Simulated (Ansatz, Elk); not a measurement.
## How far do independent atoms describe ScSI?

Structure refinements treat a crystal as free atoms side by side. For a made-up structure of ScSI (cell and positions from a PBE relaxation) the runs below show what the calculated density changes in F(hkl).

Program: Elk 11.2.3 (patched build). Level of theory: DFT, PBE, all-electron APW+lo, Dirac cores, scalar-relativistic bands, static density, no spin. Results are calculated unless marked as measured.

This account leaves out most program logs.

The structure was built from a prototype and need not be the compound's stable phase.

### 1. The structure

It takes space group P4/nmm (No. 129, tetragonal). The conventional cell has a = 4.830 Å, b = 4.830 Å, c = 6.836 Å, α = 90.00°, β = 90.00°, γ = 90.00°. Nearest to I lie 4 Sc at 3.29 Å and 4 I at 3.42 Å. Sc has 4 S at 2.69 Å and 4 I at 3.29 Å nearest. Nearest to S lie 4 Sc at 2.69 Å. Farther neighbours and most contacts between anions are not listed.

### 2. Ground state and structure factors

An all-electron density is needed, since X-rays see the cores too. Task 0 finds the density and task 195 Fourier-transforms it; tshift is off so that phases refer to the origin typed.

elk.in

```
tasks
  0
  195

xctype
  20

spinpol
  .false.

rgkmax
  7.0

gmaxvr
  14.0

lmaxo
  7

lmaxapw
  8

swidth
  0.002

tshift
  .false.

ramdisk
  .false.

hmaxvr
  5.5

maxscl
  120

epspot
  1e-06

sppath
  './'

avec
  9.12812699419 -0.00000000000 0.00000000000
  -0.00000000000 9.12812699419 0.00000000000
  0.00000000000 0.00000000000 12.91781978498

atoms
  3
  'I.in'
  2
  0.0000000000 -0.0000000000 -0.0000000000   0.000000 0.000000 0.000000
  0.5000000000 0.5000000000 -0.0000000000   0.000000 0.000000 0.000000
  'Sc.in'
  2
  0.0000000000 0.5000000000 0.3257812843   0.000000 0.000000 0.000000
  0.5000000000 -0.0000000000 0.6742187157   0.000000 0.000000 0.000000
  'S.in'
  2
  0.5000000000 0.5000000000 0.5000000000   0.000000 0.000000 0.000000
  -0.0000000000 0.0000000000 0.5000000000   0.000000 0.000000 0.000000

ngridk
  5 5 4
```

Started as:

```console
OMP_NUM_THREADS=4 elk
```

Wall time 26 s (4 threads of AMD EPYC 9B45 (Zen 5), shared host); peak memory 0.29 GiB; 68 s of CPU time.

SFACRHO.OUT:

```text

h k l indices transformed by vhmat matrix:
   1.000000000       0.000000000       0.000000000    
   0.000000000       1.000000000       0.000000000    
   0.000000000       0.000000000       1.000000000    

      h      k      l  multipl.   |H|            Re(F)            Im(F)           |F|

      0      0      0      1   0.0000000       180.00000      0.52982289E-16   180.00000    
      0      0     -1      2  0.48639673       53.698978     -0.29439743E-14   53.698978    
      0      1      0      4  0.68833237       0.0000000      0.90114344E-14  0.90114344E-14
      1      0      1      4  0.84284235      0.37343311E-14   31.000650       31.000650    
      0     -1      1      4  0.84284235      0.37343311E-14  -31.000650       31.000650    
      0      0     -2      2  0.97279346       98.709606      0.55099177E-14   98.709606    
      1     -1      0      4  0.97344898       84.646931      0.76719067E-14   84.646931    
      1      1      1      8   1.0882025       79.745049     -0.93705451E-14   79.745049    
      1      0     -2      4   1.1916915      0.18671655E-14   25.587976       25.587976    
      0      1     -2      4   1.1916915     -0.56014966E-14  -25.587976       25.587976    
      1     -1      2      8   1.3762013       123.09083      0.90884260E-14   123.09083    
     -2      0      0      4   1.3766647       135.49482      0.16817173E-13   135.49482    
      0      0     -3      2   1.4591902       89.646524     -0.72905759E-14   89.646524    
      0     -2     -1      4   1.4600642       47.698028      0.21443229E-14   47.698028    
      0      2      1      4   1.4600642       47.698028     -0.21716740E-14   47.698028    
     -2      1      0      8   1.5391580       0.0000000      0.21003360E-13  0.21003360E-13
      0      1     -3      4   1.6133932     -0.18671655E-14  -3.7134449       3.7134449    
      1      0     -3      4   1.6133932       0.0000000       3.7134449       3.7134449
```

Elk indexes on the primitive cell of elk.in and gives |H| = 4π sin θ/λ in inverse bohr. Below, one row stands for each form hkl of the conventional cell (m members, Friedel mates merged), F is for one primitive cell and the density is static (no thermal factor). Free-atom factors are Waasmaier and Kirfel's, and R is Σm||F|−|F'||/Σm|F|.

```tsv
hkl	m	sin θ/λ (Å⁻¹)	abs F, DFT	neutral atoms	diff.	abs of complex diff.
001	2	0.073	53.699	53.922	-0.223	0.223
100	4	0.103	0.000	0.000	+0.000	0.000
101	8	0.127	31.001	30.947	+0.053	0.053
002	2	0.146	98.710	97.886	+0.824	0.824
110	4	0.146	84.647	83.783	+0.864	0.864
111	8	0.164	79.745	80.075	-0.330	0.330
102	8	0.179	25.588	25.659	-0.071	0.071
112	8	0.207	123.091	122.964	+0.127	0.127
200	4	0.207	135.495	135.497	-0.002	0.002
003	2	0.219	89.647	89.880	-0.233	0.233
201	8	0.220	47.698	47.649	+0.049	0.049
210	8	0.232	0.000	0.000	+0.000	0.000
103	8	0.243	3.713	3.953	-0.240	0.240
211	16	0.243	24.497	24.758	-0.261	0.261
202	8	0.254	82.023	82.164	-0.141	0.141
113	8	0.264	31.418	31.367	+0.052	0.052
212	16	0.274	21.292	21.338	-0.045	0.045
004	2	0.293	83.871	84.143	-0.272	0.272
220	4	0.293	117.083	117.593	-0.510	0.510
203	8	0.302	79.832	79.671	+0.160	0.160
221	8	0.302	43.966	43.800	+0.167	0.167
104	8	0.310	22.930	22.995	-0.066	0.066
```

### 3. The highest occupied states alone

An energy window below the Fermi level keeps the highest occupied states, to see at which angles they scatter; shallow core shells can lie inside it and anion s states outside. No new self-consistency is needed.

elk.in, as its differences from that of step 2:

```diff
@@ -1,3 +1,2 @@
 tasks
-  0
   195
@@ -40,2 +39,5 @@
 
+wsfac
+  -0.155710 0.511780
+
 sppath
```

Started as:

```console
OMP_NUM_THREADS=4 elk
```

It took 8.8 s on 4 threads; peak memory 0.19 GiB; 10 s of CPU time.

States within 10 eV below the Fermi level hold 24.00 electrons; any levels below the window count with the cores. Their amplitudes can exceed the total, where window and core parts have opposite phase:

```tsv
hkl	sin θ/λ (Å⁻¹)	abs F, window	abs F, all
001	0.073	0.941	53.699
100	0.103	0.000	0.000
101	0.127	1.515	31.001
002	0.146	7.155	98.710
110	0.146	6.690	84.647
111	0.164	0.679	79.745
102	0.179	0.584	25.588
112	0.207	3.095	123.091
200	0.207	3.245	135.495
003	0.219	0.741	89.647
```

### 4. Another try

In this try the input is made faulty on purpose, to show what that does.

The input is changed as shown.

elk.in, as its differences from that of step 3:

```diff
@@ -1,2 +1,3 @@
 tasks
+  0
   195
@@ -10,3 +11,3 @@
 rgkmax
-  7.0
+  3.5
 
@@ -34,3 +35,3 @@
 maxscl
-  120
+  60
 
@@ -38,5 +39,2 @@
   1e-06
-
-wsfac
-  -0.155710 0.511780
```

Started as:

```console
OMP_NUM_THREADS=4 elk
```

Wall time 17 s (4 threads); peak memory 0.25 GiB; 36 s of CPU time.

The run finished. A setting was moved off its sound value on purpose, so it serves as a test and not as the result.

The fault put into the input: a cutoff far too low.

Its structure factors differ from the first run's by R = 0.2 %.

### 5. Another functional

The difference from free atoms is small, so it is set against the change that LDA (Perdew-Wang) makes.

elk.in, as its differences from that of step 4:

```diff
@@ -5,3 +5,3 @@
 xctype
-  20
+  3
 
@@ -11,3 +11,3 @@
 rgkmax
-  3.5
+  7.0
 
@@ -35,3 +35,3 @@
 maxscl
-  60
+  120
```

Started as:

```console
OMP_NUM_THREADS=4 elk
```

It took 18 s on 4 threads; peak memory 0.21 GiB.

Against the first run R = 0.04 %; the largest change is -0.072 at 110.

### 6. Basis size

A smaller basis shows how fast F responds to it; the change is likely larger than the basis error of the first run, but doesn't show convergence.

elk.in, as its differences from that of step 5:

```diff
@@ -5,3 +5,3 @@
 xctype
-  3
+  20
 
@@ -11,3 +11,3 @@
 rgkmax
-  7.0
+  5.5
```

Started as:

```console
OMP_NUM_THREADS=4 elk
```

Elapsed: 20 s, on 4 threads; peak memory 0.3 GiB.

Against the first run R = 0.04 %; the largest change is -0.079 at 200.

### 7. Settings against the effect

```tsv
run	R against the first run (%)	R against neutral atoms, low angle (%)	wall time
PBE, rgkmax 7	0.00	0.36	26 s
LDA (Perdew-Wang)	0.04	0.35	18 s
rgkmax 5.5	0.04	0.39	20 s
```

### 8. Outcome

```json
{"R against neutral atoms, sin θ/λ < 0.3 Å⁻¹": "0.36 %", "R against neutral atoms, 0.3 to 0.66 Å⁻¹": "0.15 %"}
```

**Reading.** Independent neutral atoms miss the calculated amplitudes by R = 0.36 % below 0.3 Å⁻¹ and 0.15 % from there to 0.66 Å⁻¹; by shells, 0.67 % below 0.15 Å⁻¹ (4 forms), 0.31 % 0.15 to 0.3 (13 forms), 0.19 % 0.3 to 0.45 (34 forms), 0.14 % above 0.45 (89 forms). Bonding, aspherical density and the tables' own atoms all enter these figures, and the runs don't part them. The largest change of an amplitude is +0.86 electrons, at 110. The window's part falls from 24.0 electrons at the origin to at most 0.36 between 0.45 and 0.66 Å⁻¹. Below 0.3 Å⁻¹ the changes that finished (LDA (Perdew-Wang) and rgkmax 5.5) move F by R = 0.05 % at most, against the 0.36 % that separates it from free atoms. The k-mesh has no finished test. Part of the difference isn't bonding: the tables are fits to free atoms and ions calculated by other methods than this functional. Thermal motion, anomalous dispersion and extinction are left out.

[Logs are printed without paths, hosts, clocks, repeated set-up lines and the standing remarks that a program may print on its own settings, such as how far it seeks lower states.]

[Hosts, paths, dates, database ids (printed as entryN), source tags and the programs' standing remarks are cut or masked in the printed files.]
